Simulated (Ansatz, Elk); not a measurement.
# Ga2Re2B3: X-ray structure factors from the self-consistent density

Structure refinements treat a crystal as free atoms side by side. For a made-up structure of Ga2Re2B3 (cell and positions from a PBE relaxation) the runs below show what the calculated density changes in F(hkl).

Main program and level: Elk 11.2.3 (patched build); DFT, PBE, all-electron APW+lo, Dirac cores, scalar-relativistic bands, static density, no spin.

This account leaves out most program logs.

The structure was built from a prototype and need not be the compound's stable phase.

### 1. Starting point

The structure is trigonal, space group R-3m (No. 166). Conventional cell: a = 2.982 Å, b = 2.982 Å, c = 31.625 Å, α = 90.00°, β = 90.00°, γ = 120.00°. Re has 6 B at 2.31 Å nearest. Nearest to Ga lie 3 B at 2.33 Å. B has 6 Ga at 2.33 Å nearest. Nearest to B lie 3 B at 1.72 Å and 6 Re at 2.31 Å. Farther neighbours are not listed.

Structure file:

```cif
data_structure
_symmetry_space_group_name_H-M 'P 1'
_symmetry_Int_Tables_number 1
_cell_length_a 10.6813
_cell_length_b 10.6813
_cell_length_c 10.6813
_cell_angle_alpha 16.047
_cell_angle_beta 16.047
_cell_angle_gamma 16.047
_cell_volume 81.17
loop_
_atom_site_label
_atom_site_type_symbol
_atom_site_fract_x
_atom_site_fract_y
_atom_site_fract_z
_atom_site_occupancy
Re1 Re 0.95126 0.95126 0.95126 1
Re2 Re 0.04874 0.04874 0.04874 1
Ga3 Ga 0.78377 0.78377 0.78377 1
Ga4 Ga 0.21623 0.21623 0.21623 1
B5 B 0.50000 0.50000 0.50000 1
B6 B 0.66678 0.66678 0.66678 1
B7 B 0.33322 0.33322 0.33322 1
```

### 2. Ground state and structure factors

An all-electron density is needed, since X-rays see the cores too. Task 0 finds the density and task 195 Fourier-transforms it; tshift is off so that phases refer to the origin typed.

elk.in

```
tasks
  0
  195

xctype
  20

spinpol
  .false.

rgkmax
  7.0

gmaxvr
  14.0

lmaxo
  7

lmaxapw
  8

swidth
  0.002

tshift
  .false.

ramdisk
  .false.

hmaxvr
  5.5

maxscl
  120

epspot
  1e-06

sppath
  './'

avec
  2.81734232863 1.62659335183 19.92084852048
  -2.81734232863 1.62659335183 19.92084852048
  -0.00000000000 -3.25318670366 19.92084852048

atoms
  3
  'Re.in'
  2
  0.9512554587 0.9512554587 0.9512554587   0.000000 0.000000 0.000000
  0.0487445413 0.0487445413 0.0487445413   0.000000 0.000000 0.000000
  'Ga.in'
  2
  0.7837742036 0.7837742036 0.7837742036   0.000000 0.000000 0.000000
  0.2162257964 0.2162257964 0.2162257964   0.000000 0.000000 0.000000
  'B.in'
  3
  0.5000000000 0.5000000000 0.5000000000   0.000000 0.000000 0.000000
  0.6667831975 0.6667831975 0.6667831975   0.000000 0.000000 0.000000
  0.3332168025 0.3332168025 0.3332168025   0.000000 0.000000 0.000000

ngridk
  9 9 9
```

Launch:

```bash
OMP_NUM_THREADS=4 elk
```

Wall time 3.2 min (4 threads of Intel Xeon Platinum 8488C (Sapphire Rapids), shared host); peak memory 0.46 GiB.

SFACRHO.OUT:

```text

h k l indices transformed by vhmat matrix:
   1.000000000       0.000000000       0.000000000    
   0.000000000       1.000000000       0.000000000    
   0.000000000       0.000000000       1.000000000    

      h      k      l  multipl.   |H|            Re(F)            Im(F)           |F|

      0      0      0      1   0.0000000       227.00000      0.11626674E-15   227.00000    
     -1     -1     -1      2  0.31540751       58.393784      0.71543142E-13   58.393784    
     -2     -2     -2      2  0.63081503      -41.794413      0.73622598E-13   41.794413    
      3      3      3      2  0.94622254      -70.768342      0.35552861E-12   70.768342    
     -4     -4     -4      2   1.2616301      -142.95729      0.38012206E-12   142.95729    
      0      0      1      6   1.2918812       126.14148      0.13065037E-13   126.14148    
     -1      0     -1      6   1.3046523       58.381173      0.69363470E-13   58.381173    
      1      2      1      6   1.3545332       75.298104      0.10618312E-12   75.298104    
     -2     -1     -2      6   1.3907703       42.167433     -0.17245849E-12   42.167433    
      2      3      2      6   1.4830803      -119.70051     -0.25132381E-12   119.70051    
      3      2      3      6   1.5379630      -99.909820     -0.42995850E-13   99.909820    
      5      5      5      2   1.5770376      -9.8154274      0.37250203E-13   9.8154274    
     -3     -4     -3      6   1.6623050      -94.655013     -0.18742390E-12   94.655013    
      3      4      4      6   1.7307173      -151.87985     -0.25251154E-12   151.87985    
     -4     -5     -4      6   1.8777520      -64.295587     -0.15416744E-12   64.295587    
      6      6      6      2   1.8924451       121.89101      0.46528977E-12   121.89101    
      5      4      5      6   1.9556069      -4.4173761      0.43708488E-12   4.4173761    
      5      5      6      6   2.1183982      -19.795133     -0.51642529E-12   19.795133
```

Elk indexes on the primitive cell of elk.in and gives |H| = 4π sin θ/λ in inverse bohr. Below, one row stands for each form hkl of the conventional cell (m members, Friedel mates merged), F is for one primitive cell and the density is static (no thermal factor). Free-atom factors are Waasmaier and Kirfel's, and R is Σm||F|−|F'||/Σm|F|.

```
   hkl  m  sin θ/λ (Å⁻¹)  abs F, DFT  neutral atoms   diff.
   003  2          0.047      58.394         58.325  +0.069
   006  2          0.095      41.794         42.061  -0.267
   009  2          0.142      70.768         71.002  -0.234
0 0 12  2          0.190     142.957        143.845  -0.888
   101  6          0.194     126.141        126.667  -0.526
   012  6          0.196      58.381         58.423  -0.042
   104  6          0.204      75.298         75.535  -0.237
   015  6          0.209      42.167         42.668  -0.501
   107  6          0.223     119.701        119.875  -0.174
   018  6          0.231      99.910        100.156  -0.246
0 0 15  2          0.237       9.815          9.999  -0.183
1 0 10  6          0.250      94.655         94.814  -0.159
0 1 11  6          0.260     151.880        152.450  -0.570
1 0 13  6          0.282      64.296         64.368  -0.073
```

### 3. The highest occupied states alone

An energy window below the Fermi level keeps the highest occupied states, to see at which angles they scatter; shallow core shells can lie inside it and anion s states outside. No new self-consistency is needed.

Changes to elk.in since step 2:

```diff
@@ -1,3 +1,2 @@
 tasks
-  0
   195
@@ -40,2 +39,5 @@
 
+wsfac
+  0.031470 0.698960
+
 sppath
```

Launch:

```bash
OMP_NUM_THREADS=4 elk
```

Wall time 10 s (4 threads); peak memory 0.26 GiB.

States within 10 eV below the Fermi level hold 25.49 electrons; any levels below the window count with the cores, and a count that is not whole means the window cuts a band. Their amplitudes can exceed the total, where window and core parts have opposite phase:

```
   hkl  sin θ/λ (Å⁻¹)  abs F, window  abs F, all
   003          0.047          5.534      58.394
   006          0.095          1.104      41.794
   009          0.142          3.296      70.768
0 0 12          0.190          1.061     142.957
   101          0.194          1.404     126.141
   012          0.196          2.013      58.381
   104          0.204          1.386      75.298
   015          0.209          0.930      42.167
   107          0.223          2.470     119.701
   018          0.231          1.209      99.910
```

### 4. Another functional

The difference from free atoms is small, so it is set against the change that PBEsol makes.

Changes to elk.in since step 3:

```diff
@@ -1,2 +1,3 @@
 tasks
+  0
   195
@@ -4,3 +5,3 @@
 xctype
-  20
+  22
 
@@ -39,5 +40,2 @@
 
-wsfac
-  0.031470 0.698960
-
 sppath
```

Launch:

```bash
OMP_NUM_THREADS=4 elk
```

Run time: 3.1 min. Hardware: 4 threads; peak memory 0.47 GiB; 10 min of CPU time.

Against the first run R = 0.01 %; the largest change is -0.038 at 110.

### 5. Basis size

The basis and the expansions that go with it are enlarged, to see whether the differences are converged.

Changes to elk.in since step 4:

```diff
@@ -5,3 +5,3 @@
 xctype
-  22
+  20
 
@@ -11,12 +11,12 @@
 rgkmax
-  7.0
+  8.5
 
 gmaxvr
-  14.0
+  18.0
 
 lmaxo
-  7
+  9
 
 lmaxapw
-  8
+  10
```

Launch:

```bash
OMP_NUM_THREADS=4 elk
```

It took 7.2 min on 4 threads; peak memory 0.91 GiB; 23 min of CPU time.

Against the first run R = 0.01 %; the largest change is -0.018 at 0 0 33.

### 6. Settings against the effect

```
                              run  R against the first run (%)  R against neutral atoms, low angle (%)  wall time
                    PBE, rgkmax 7                         0.00                                    0.38    3.2 min
                           PBEsol                         0.01                                    0.39    3.1 min
rgkmax 8.5 with larger expansions                         0.01                                    0.38    7.2 min
```

### 7. Results

| Property | Result |
| --- | --- |
| R against neutral atoms, sin θ/λ < 0.3 Å⁻¹ | 0.38 % |
| R against neutral atoms, 0.3 to 0.75 Å⁻¹ | 0.18 % |

**Reading.** Independent neutral atoms miss the calculated amplitudes by R = 0.38 % below 0.3 Å⁻¹ and 0.18 % from there to 0.75 Å⁻¹; by shells, 0.33 % below 0.15 Å⁻¹ (3 forms), 0.39 % 0.15 to 0.3 (13 forms), 0.12 % 0.3 to 0.45 (27 forms), 0.20 % above 0.45 (106 forms). Bonding, aspherical density and the tables' own atoms all enter these figures, and the runs don't part them. The largest change of an amplitude is -0.89 electrons, at 0 0 12. The window's part falls from 25.5 electrons at the origin to at most 0.32 between 0.45 and 0.75 Å⁻¹. Below 0.3 Å⁻¹ the changes that finished (PBEsol and rgkmax 8.5 with larger expansions) move F by R = 0.02 % at most, against the 0.38 % that separates it from free atoms. The k-mesh has no finished test. These runs have no spin, though d or f shells may be open. Spin-orbit coupling is left out, which can matter for elements this heavy. Part of the difference isn't bonding: the tables are fits to free atoms and ions calculated by other methods than this functional. Thermal motion, anomalous dispersion and extinction are left out.

[Logs are printed without paths, hosts, clocks, repeated set-up lines and the standing remarks that a program may print on its own settings, such as how far it seeks lower states.]

[Hosts, paths, dates, database ids (printed as entryN), source tags and the programs' standing remarks are cut or masked in the printed files.]
